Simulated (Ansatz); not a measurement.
# The perfect C wire along [111], 38 atoms a period, H-terminated, part 3 of 3

What gap, if any, does the C wire along [111], 38 atoms a period, H-terminated have, and how does it change with the functional and under strain?

Ansatz 0.2.0; DFT PBE, plane waves, PAW; relaxation of a wire's period; PAW set soft_1 (the session's first sound run).

So far, band gap (eV): step 3 (the wire at its relaxed period, PBE) 3.47; step 4 (r2SCAN PBE, cutoff 500 eV, k-mesh 1×1×10) 4.04; step 5 (relaxing the atoms, period over the relaxed period 1.03, k-mesh …, PBE) 3.45.

## Step 6: At a strained period, period over the relaxed period 1.06, k-mesh 1×1×9

Level of this step: DFT PBE, plane waves, PAW; relaxation at a fixed period; PAW set soft_1 (Ansatz).

The period is set to 1.06 times the relaxed one and the atoms relax within it: strain changes bond lengths and angles, which shifts the bands against each other. Against the first PBE run of this kind, the mesh along the wire has 9 points against 13.

The cell differs from the one that the last finished run ended in (c 6.480 → 6.669 Å).

File input.yaml:

```yaml
crystal:
  lattice:
    - [13.678, 0.0, 0.0]
    - [0.0, 14.742, 0.0]
    - [0.0, 0.0, 6.6686222951]
  atoms:
    - { symbol: C, position: [0.407574988, 0.353025718, 0.003211304] }
    - { symbol: C, position: [0.499988842, 0.499989039, 0.998438701] }
    - { symbol: C, position: [0.592402695, 0.353025718, 0.003211304] }
    - { symbol: C, position: [0.683370516, 0.49921524, 0.003214177] }
    - { symbol: C, position: [0.316607168, 0.500762907, 0.246785823] }
    - { symbol: C, position: [0.409020596, 0.352250956, 0.2467838] }
    - { symbol: C, position: [0.407574988, 0.646952429, 0.246788696] }
    - { symbol: C, position: [0.499988842, 0.499989108, 0.251561299] }
    - { symbol: C, position: [0.590957088, 0.352250956, 0.2467838] }
    - { symbol: C, position: [0.592402695, 0.646952429, 0.246788696] }
    - { symbol: C, position: [0.683370516, 0.500762907, 0.246785823] }
    - { symbol: H, position: [0.250631184, 0.633562409, 0.271451213] }
    - { symbol: H, position: [0.499988842, 0.232838395, 0.271446426] }
    - { symbol: H, position: [0.749346499, 0.633562409, 0.271451213] }
    - { symbol: H, position: [0.249678119, 0.465832266, 0.300658556] }
    - { symbol: H, position: [0.342951919, 0.315939221, 0.300660314] }
    - { symbol: H, position: [0.406715681, 0.718196292, 0.300665192] }
    - { symbol: H, position: [0.593262003, 0.718196292, 0.300665192] }
    - { symbol: H, position: [0.657025765, 0.315939221, 0.300660314] }
    - { symbol: H, position: [0.750299565, 0.465832266, 0.300658556] }
    - { symbol: C, position: [0.316401761, 0.598332715, 0.33139423] }
    - { symbol: C, position: [0.406706457, 0.450020424, 0.33445814] }
    - { symbol: C, position: [0.499988842, 0.599928624, 0.33446147] }
    - { symbol: C, position: [0.499988842, 0.303301679, 0.331390233] }
    - { symbol: C, position: [0.593271227, 0.450020424, 0.33445814] }
    - { symbol: C, position: [0.683575923, 0.598332715, 0.33139423] }
    - { symbol: C, position: [0.31512131, 0.599019795, 0.574343503] }
    - { symbol: C, position: [0.406326263, 0.449815894, 0.583919665] }
    - { symbol: C, position: [0.499988842, 0.600335021, 0.583921595] }
    - { symbol: C, position: [0.499988842, 0.30192907, 0.574340133] }
    - { symbol: C, position: [0.59365142, 0.449815894, 0.583919665] }
    - { symbol: C, position: [0.684856373, 0.599019795, 0.574343503] }
    - { symbol: H, position: [0.247511904, 0.433022335, 0.619499717] }
    - { symbol: H, position: [0.311250729, 0.330599839, 0.619504374] }
    - { symbol: H, position: [0.436254228, 0.736341212, 0.619505804] }
    - { symbol: H, position: [0.563723456, 0.736341212, 0.619505804] }
    - { symbol: H, position: [0.688726955, 0.330599839, 0.619504374] }
    - { symbol: H, position: [0.75246578, 0.433022335, 0.619499717] }
    - { symbol: H, position: [0.247511904, 0.566955811, 0.630500283] }
    - { symbol: H, position: [0.311250729, 0.669378308, 0.630495626] }
    - { symbol: H, position: [0.436254228, 0.263636935, 0.630494196] }
    - { symbol: H, position: [0.563723456, 0.263636935, 0.630494196] }
    - { symbol: H, position: [0.688726955, 0.669378308, 0.630495626] }
    - { symbol: H, position: [0.75246578, 0.566955811, 0.630500283] }
    - { symbol: C, position: [0.31512131, 0.400958351, 0.675656497] }
    - { symbol: C, position: [0.406326263, 0.550162253, 0.666080335] }
    - { symbol: C, position: [0.499988842, 0.399643126, 0.666078405] }
    - { symbol: C, position: [0.499988842, 0.698049077, 0.675659867] }
    - { symbol: C, position: [0.59365142, 0.550162253, 0.666080335] }
    - { symbol: C, position: [0.684856373, 0.400958351, 0.675656497] }
    - { symbol: C, position: [0.316401761, 0.401645432, 0.91860577] }
    - { symbol: C, position: [0.406706457, 0.549957723, 0.91554186] }
    - { symbol: C, position: [0.499988842, 0.400049523, 0.91553853] }
    - { symbol: C, position: [0.499988842, 0.696676468, 0.918609767] }
    - { symbol: C, position: [0.593271227, 0.549957723, 0.91554186] }
    - { symbol: C, position: [0.683575923, 0.401645432, 0.91860577] }
    - { symbol: H, position: [0.249678119, 0.53414588, 0.949341444] }
    - { symbol: H, position: [0.342951919, 0.684038926, 0.949339686] }
    - { symbol: H, position: [0.406715681, 0.281781855, 0.949334808] }
    - { symbol: H, position: [0.593262003, 0.281781855, 0.949334808] }
    - { symbol: H, position: [0.657025765, 0.684038926, 0.949339686] }
    - { symbol: H, position: [0.750299565, 0.53414588, 0.949341444] }
    - { symbol: H, position: [0.250631184, 0.366415738, 0.978548787] }
    - { symbol: H, position: [0.499988842, 0.767139751, 0.978553574] }
    - { symbol: H, position: [0.749346499, 0.366415738, 0.978548787] }
    - { symbol: C, position: [0.316607168, 0.49921524, 0.003214177] }
    - { symbol: C, position: [0.409020596, 0.64772719, 0.0032162] }
    - { symbol: C, position: [0.590957088, 0.64772719, 0.0032162] }
kpoints:
  mp_grid: { grid: [1, 1, 9] }
  band_path: { path: ["Γ", Z], npoints: 90 }
scf:
  occupations: { method: fermi_dirac, width: 0.05 }
hamiltonian:
  xc: pbe
  pseudopotentials: { kind: paw, azcp: { folder: soft_1 } }
relax:
  max_steps: 40
  f_tol: 0.02
output:
  stress: true
```

Started as:

```
$ ansatz run input.yaml --threads 16 --pin off --max-ram 61440MiB --backend cuda --events-out ev --progress --plain --runs-dir out --max-vram 78GiB
```

Numbers of over 12 decimals in the logs are rounded to 6 here.

Output:

```text
[...]
Crystal: 68 atoms, lattice volume = 1344.668 Å³
Basis set: ecut = 420 eV, 26307 PW (Γ), exchange–correlation on 192×200×90 points (8 copies of the dense FFT grid, shifted against one another)
Bands: 159, of which v1, the nominal top of the filled ones, is band 91 counted from 1 (90 counted from 0)
Symmetry: 4 space group operations
[...]
k-points: 5 of 9
[...]
- { symbol: C, position: [0.316462, 0.598299, 0.564620] }
[...]
- { symbol: C, position: [0.682203, 0.402382, 0.920434] }
[...]
- { symbol: H, position: [0.750034, 0.534503, 0.959257] }
    - { symbol: H, position: [0.251171, 0.366705, 0.970947] }
    - { symbol: H, position: [0.499989, 0.766562, 0.970949] }
    - { symbol: H, position: [0.748807, 0.366705, 0.970947] }
    - { symbol: C, position: [0.317589, 0.499420, 0.00610074] }
    - { symbol: C, position: [0.409321, 0.646836, 0.00610288] }
    - { symbol: C, position: [0.590657, 0.646836, 0.00610288] }
[key lines of the parts left out:]
SCF converged after 3 iterations
```

Wall time 8.1 s (1 × NVIDIA GB200 with 16 threads of Arm Neoverse V2, shared host); peak memory 1.5 GiB; 72 s of CPU time.

Relaxation path:

| step | energy less that of the first step (eV) | largest force component (eV/Å) |
| --- | --- | --- |
| 1 | 0.0000 | 0.6999 |
| 2 | -0.5116 | 0.4527 |
| 3 | -0.5356 | 0.1944 |
| 4 | -0.5789 | 0.0678 |
| 5 | -0.5807 | 0.0073 |
| 6 | -0.5807 | 0.0073 |

Forces are held to the 4 operations that the run works with; a distortion that breaks them can't arise in this run.

The atoms that moved most (Å):

| atom | dx | dy | dz | length |
| --- | --- | --- | --- | --- |
| H38 | -0.004 | 0.002 | 0.109 | 0.110 |
| H33 | 0.004 | 0.002 | 0.109 | 0.110 |
| H44 | -0.004 | -0.002 | -0.109 | 0.110 |
| H39 | 0.004 | -0.002 | -0.109 | 0.110 |
| H43 | -0.004 | -0.002 | -0.109 | 0.110 |
| H37 | -0.004 | 0.002 | 0.109 | 0.110 |
| H40 | 0.004 | -0.002 | -0.109 | 0.110 |
| H34 | 0.004 | 0.002 | 0.109 | 0.110 |

Numbers from this step:

- band gap: 3.342 eV

The gap is 3.34 eV, against 3.47 eV under PBE at the relaxed period.

## Step 7: Summary of results

```yaml
cell_length_pbe: 6.291 Å
gap_pbe: 3.47 eV
gap_r2scan: 4.04 eV
gap_period_scaled_by_1p03: 3.45 eV
gap_period_scaled_by_1p06: 3.34 eV
```

In words: Under PBE the cell's length is 6.29 Å, and a gap of 3.47 eV makes it a semiconductor. At the relaxed period the wire is gapped under every functional, from 3.47 eV (PBE) to 4.04 eV (r2SCAN). Weak screening in one dimension makes quasiparticle gaps larger than the semilocal gaps, as a rule. Strain matters: under PBE the gap goes from 3.47 eV to 3.45 eV at 1.03 times the period and 3.34 eV at 1.06 times the period.

[Logs are printed without paths, hosts, clocks, repeated set-up lines and the standing remarks that a program may print on its own settings, such as how far it seeks lower states.]

[Hosts, paths, dates, database ids (printed as entryN), source tags and the programs' standing remarks are cut or masked in the printed files.]
